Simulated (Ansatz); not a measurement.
# TiTeSe monolayer, Janus: the cell at rest, part 2 of 2

Aim: bring TiTeSe monolayer, Janus to small forces and stress, as phonons need.

Ansatz 0.2.0; DFT LDA, scalar-relativistic, plane waves, PAW.

So far. Step 2 (A coarse first look): The coarse mesh shows no gap.

### Step 4. Relaxation (continued)

ELF in the ac plane at fractional y = 0.000, with atoms of Ti within 0.2 Å of it. It is the smooth field of the valence electrons, not physical close to the nuclei.

Values, 24 rows by 14 columns, each cell a mean:
```
0.00 0.00 0.00 0.00 0.00 0.00 0.00 0.00 0.00 0.00 0.00 0.00 0.00 0.00
0.00 0.00 0.00 0.00 0.00 0.00 0.00 0.00 0.00 0.00 0.00 0.00 0.00 0.00
0.00 0.00 0.00 0.00 0.00 0.00 0.00 0.00 0.00 0.00 0.00 0.00 0.00 0.00
0.00 0.00 0.00 0.00 0.00 0.00 0.00 0.00 0.00 0.00 0.00 0.00 0.00 0.00
0.00 0.00 0.00 0.00 0.00 0.00 0.00 0.00 0.00 0.00 0.00 0.00 0.00 0.00
0.00 0.00 0.00 0.00 0.00 0.00 0.00 0.00 0.00 0.00 0.00 0.00 0.00 0.00
0.00 0.00 0.00 0.00 0.00 0.00 0.00 0.00 0.00 0.00 0.00 0.00 0.00 0.00
0.00 0.00 0.00 0.00 0.00 0.00 0.00 0.00 0.00 0.00 0.00 0.00 0.00 0.00
0.00 0.00 0.00 0.00 0.00 0.00 0.00 0.00 0.00 0.00 0.00 0.00 0.00 0.00
0.00 0.00 0.00 0.00 0.00 0.00 0.00 0.00 0.00 0.00 0.00 0.00 0.00 0.00
0.00 0.00 0.00 0.00 0.00 0.00 0.00 0.00 0.00 0.00 0.00 0.00 0.00 0.00
0.00 0.00 0.00 0.00 0.00 0.00 0.00 0.00 0.00 0.00 0.00 0.00 0.00 0.00
0.00 0.00 0.00 0.00 0.01 0.01 0.02 0.02 0.02 0.01 0.01 0.00 0.00 0.00
0.02 0.02 0.04 0.09 0.19 0.29 0.37 0.39 0.35 0.28 0.17 0.08 0.04 0.02
0.07 0.10 0.20 0.41 0.60 0.69 0.72 0.73 0.72 0.68 0.57 0.35 0.18 0.09
0.26 0.38 0.45 0.30 0.24 0.36 0.47 0.51 0.46 0.33 0.23 0.34 0.45 0.35
0.27 0.32 0.35 0.32 0.36 0.44 0.49 0.50 0.48 0.42 0.34 0.33 0.35 0.31
0.13 0.17 0.29 0.46 0.57 0.58 0.57 0.56 0.57 0.58 0.55 0.42 0.26 0.16
0.02 0.03 0.06 0.15 0.30 0.43 0.51 0.54 0.50 0.41 0.26 0.12 0.05 0.03
0.00 0.00 0.00 0.01 0.02 0.04 0.05 0.06 0.05 0.03 0.02 0.01 0.00 0.00
0.00 0.00 0.00 0.00 0.00 0.00 0.00 0.00 0.00 0.00 0.00 0.00 0.00 0.00
0.00 0.00 0.00 0.00 0.00 0.00 0.00 0.00 0.00 0.00 0.00 0.00 0.00 0.00
0.00 0.00 0.00 0.00 0.00 0.00 0.00 0.00 0.00 0.00 0.00 0.00 0.00 0.00
0.00 0.00 0.00 0.00 0.00 0.00 0.00 0.00 0.00 0.00 0.00 0.00 0.00 0.00
```
Columns run along a (3.5 Å), rows up along c (30.0 Å). Atoms in or near the plane, at fractional coordinates: Ti at (0.00, 0.34).

Electrostatic potential energy in the ac plane at fractional y = 0.000, with atoms of Ti within 0.2 Å of it. With pseudopotentials it is smooth inside the atoms' cores, unlike the true potential.

Ten even steps from '0' (-17 eV) to '9' (0 eV), each cell a mean:
```
99999999999999
99999999999999
99999999999999
99999999999999
99999999999999
99999999999999
99999999999999
99999999999999
99999999999999
99999999999999
99999999999999
99999999999999
99999999999999
99999999999999
77877654567887
00013667653100
12235666664321
88875321246788
99999988899999
99999999999999
99999999999999
99999999999999
99999999999999
99999999999999
```
Columns run along a (3.5 Å; values clipped at the 3rd and 97th percentile), rows up along c (30.0 Å). Atoms in or near the plane, at fractional coordinates: Ti at (0.00, 0.34).

### Step 5. Tight relaxation

Phonons need a cell at rest on their own settings, so the relaxation is repeated with tight tolerances on forces and stress, using the mesh and the filling of the phonon run that follows.

input.yaml

```yaml
crystal:
  lattice:
    - [3.5340502464, 0.0, 0.0]
    - [-1.7670251232, 3.0605772916, 0.0]
    - [0.0, 0.0, 30.0]
  atoms:
    - { symbol: Ti, position: [0.0, 0.0, 0.3369720092] }
    - { symbol: Se, position: [0.3333333333, 0.6666666667, 0.384166431] }
    - { symbol: Te, position: [0.6666666667, 0.3333333333, 0.2755282264] }
  periodic: [true, true, false]
kpoints:
  mp_grid: { grid: [18, 18, 1] }
hamiltonian:
  xc: lda
scf:
  occupations: { method: methfessel_paxton, width: 0.15 }
output:
  forces: true
  stress: true
  eigenvalues: true
  write_density: true
  write_potential: true
  elf: true
  volumetric_format: npy
relax:
  adjacent_minimum: "off"
  f_tol: 0.001
  max_steps: 60
  cell: { stress_2d_tol: 0.002 }
```

Run with:

```sh
ansatz run input.yaml --threads 8 --pin off --max-ram 14336MiB --backend cpu --events-out ev --progress --plain --runs-dir out
```

Numbers of over 12 decimals in the logs are rounded to 6 here.

Output:

```text
[...]
Crystal: 3 atoms, lattice volume = 324.487 Å³
Basis set: ecut = 420 eV, 6299 PW (Γ)
Bands: 27, of which v1, the nominal top of the filled ones, is band 22 counted from 1 (21 counted from 0)
Symmetry: 6 space group operations
[...]
k-points: 37 of 324 (time reversal used)
[...]
--- Relaxed structure (4 steps of the walk, 4 accepted, 1 SCFs on fresh bases) ---
[...]
cell:  # Å, volume = 324.6338 Å³
    - [3.534849, 0.0, 0]
    - [-1.767425, 3.061269, 0]
    - [0, 0, 30.0]
  atoms:
    - { symbol: Ti, position: [0, 0, 0.336966] }
    - { symbol: Se, position: [0.333333, 0.666667, 0.384153] }
    - { symbol: Te, position: [0.666667, 0.333333, 0.275548] }
[key lines of the parts left out:]
SCF converged after 8 iterations
Free energy (F): -14663.416846 eV
Fermi energy:    -5.060358 eV
P = ½ c Tr σ = 0.0007 N/m
```

The job ended after 28 s (8 threads of Arm Neoverse V1, shared host; peak memory 0.97 GiB; 3.5 min of CPU time).

Little changed from the start: no atom moved by 0.005 Å and no cell edge by 0.1 %.

This step gave:

```
area per atom : 3.607 Å²
```

ELF in the ac plane at fractional y = 0.333, with atoms of Te within 0.2 Å of it. It is the smooth field of the valence electrons, not physical close to the nuclei.

Ten even steps from '0' (0.00) to '9' (0.77), each cell a mean:
```
00000000000000
00000000000000
00000000000000
00000000000000
00000000000000
00000000000000
00000000000000
00000000000000
00000000000000
00000000000000
00000000000000
00000000000000
00000000000000
34543210000001
89999752000136
34443332222223
43224566555666
75236764211357
41003689999997
00000012333211
00000000000000
00000000000000
00000000000000
00000000000000
```
Columns run along a (3.5 Å), rows up along c (30.0 Å). Atoms in or near the plane, at fractional coordinates: Te at (0.67, 0.28).

Electrostatic potential energy in the ac plane at fractional y = 0.333, with atoms of Te within 0.2 Å of it. With pseudopotentials it is smooth inside the atoms' cores, unlike the true potential.

Ten even steps from '0' (-12 eV) to '9' (0 eV), each cell a mean:
```
99999999999999
99999999999999
99999999999999
99999999999999
99999999999999
99999999999999
99999999999999
99999999999999
99999999999999
99999999999999
99999999999999
99999999999999
99999999999999
99999999999999
53224678999887
31002467888765
44444322233223
36774103777500
89998876555678
99999999999999
99999999999999
99999999999999
99999999999999
99999999999999
```
Columns run along a (3.5 Å; values clipped at the 3rd and 97th percentile), rows up along c (30.0 Å). Atoms in or near the plane, at fractional coordinates: Te at (0.67, 0.28).

Valence density in the ac plane at fractional y = 0.333, with atoms of Te within 0.2 Å of it. It is the smooth field of the valence electrons, not physical close to the nuclei.

Values in e/Å³, 24 rows by 14 columns, each cell a mean:
```
 0  0  0  0  0  0  0  0  0  0  0  0  0  0
 0  0  0  0  0  0  0  0  0  0  0  0  0  0
 0  0  0  0  0  0  0  0  0  0  0  0  0  0
 0  0  0  0  0  0  0  0  0  0  0  0  0  0
 0  0  0  0  0  0  0  0  0  0  0  0  0  0
 0  0  0  0  0  0  0  0  0  0  0  0  0  0
 0  0  0  0  0  0  0  0  0  0  0  0  0  0
 0  0  0  0  0  0  0  0  0  0  0  0  0  0
 0  0  0  0  0  0  0  0  0  0  0  0  0  0
 0  0  0  0  0  0  0  0  0  0  0  0  0  0
 0  0  0  0  0  0  0  0  0  0  0  0  0  0
 0  0  0  0  0  0  0  0  0  0  0  0  0  0
 0  0  0  0  0  0  0  0  0  0  0  0  0  0
 0  0  0  0  0  0  0  0  0  0  0  0  0  0
 0  0  0  0  0  0  0  0  0  0  0  0  0  0
 0  0  0  0  0  0  0  0  0  0  0  0  0  0
 0  0  0  0  0  0  0  1  1  2  2  1  1  0
 0  0  0  0  0  0  1  3  7 10  9  5  2  1
 0  0  0  0  0  0  0  0  0  0  0  0  0  0
 0  0  0  0  0  0  0  0  0  0  0  0  0  0
 0  0  0  0  0  0  0  0  0  0  0  0  0  0
 0  0  0  0  0  0  0  0  0  0  0  0  0  0
 0  0  0  0  0  0  0  0  0  0  0  0  0  0
 0  0  0  0  0  0  0  0  0  0  0  0  0  0
```
Columns run along a (3.5 Å), rows up along c (30.0 Å). Atoms in or near the plane, at fractional coordinates: Te at (0.67, 0.28).

The largest force component left is 0.32 meV/Å, within the tolerances set.

### Step 6. Summary of results

| Property | Result |
| --- | --- |
| space group after relaxation (within 0.01 Å) | P3m1 |
| lattice constant a | 3.535 Å |
| lattice constant b | 3.535 Å |
| area per atom | 3.61 Å² |

In words: The largest force component left is 0.32 meV/Å, within the tolerances set. The relaxation keeps the symmetry of its start, so it says nothing on stability against lower symmetry. Spin-orbit coupling is left out, which can matter for the heavy elements here. The starting cell was built on a prototype and not taken from a measurement.

[Logs are printed without paths, hosts, clocks, repeated set-up lines and the standing remarks that a program may print on its own settings, such as how far it seeks lower states.]

[Hosts, paths, dates, database ids (printed as entryN), source tags and the programs' standing remarks are cut or masked in the printed files.]
